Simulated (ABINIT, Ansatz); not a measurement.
Planning a run of ABINIT 10.8.3 on Ba2IBrF2 (P4mm). The input:

```
acell 3*1.0 Angstrom
rprim 
  4.623364000000 0.000000000000 0.000000000000
  0.000000000000 4.623364000000 0.000000000000
  0.000000000000 0.000000000000 7.991386000000
ntypat 4
znucl 56 53 35 9
natom 6
typat 1 1 2 3 4 4
xred 
  0.500000000000 0.500000000000 0.827396000000
  0.000000000000 0.000000000000 0.185191000000
  0.000000000000 0.000000000000 0.641387000000
  0.500000000000 0.500000000000 0.340098000000
  0.500000000000 0.000000000000 0.002964000000
  0.000000000000 0.500000000000 0.002964000000
pp_dirpath "pseudos"
pseudos "Ba.upf, I.upf, Br.upf, F.upf"
ecut 36
ngkpt 2 2 1
nshiftk 1
shiftk 0 0 0
kptopt 1
chksymbreak 0
istwfk *1
occopt 1
irdwfk 1
optdriver 3
nband 107
ecuteps 3.6
inclvkb 2
awtr 1
symchi 1
indata_prefix "in"
outdata_prefix "out"
tmpdata_prefix "tmp"
```

```sh
OMP_NUM_THREADS=1 mpirun -n 4 abinit run.abi > log
```

**Question.** How long will it take on 4 MPI ranks of Arm Neoverse N1, shared host, and how much memory?

It took 40 s; on shared hardware allow 20 s to 80 s. Peak host memory was 1.1 GiB.

[Paths, hosts, dates, memory and timing lines, banners, echoed tables and standing remarks are left out of the program output.]

[Logs are printed without paths, hosts, clocks, repeated set-up lines and the standing remarks that a program may print on its own settings, such as how far it seeks lower states.]

[Runs of the session that timed out or met a known fault of the program may be left out.]

[Hosts, paths, dates, database ids (printed as entryN), source tags and the programs' standing remarks are cut or masked in the printed files.]

[G0W0 gaps are taken among the corrected bands and points alone; a level outside them can change the order at an edge.]

[Where Ansatz stands beside ABINIT at settings called matched, ABINIT's density can come from a denser mesh and the files from another edition; pairs whose starting gaps differed by over 0.03 eV were left out, so agreement reads better than it is.]
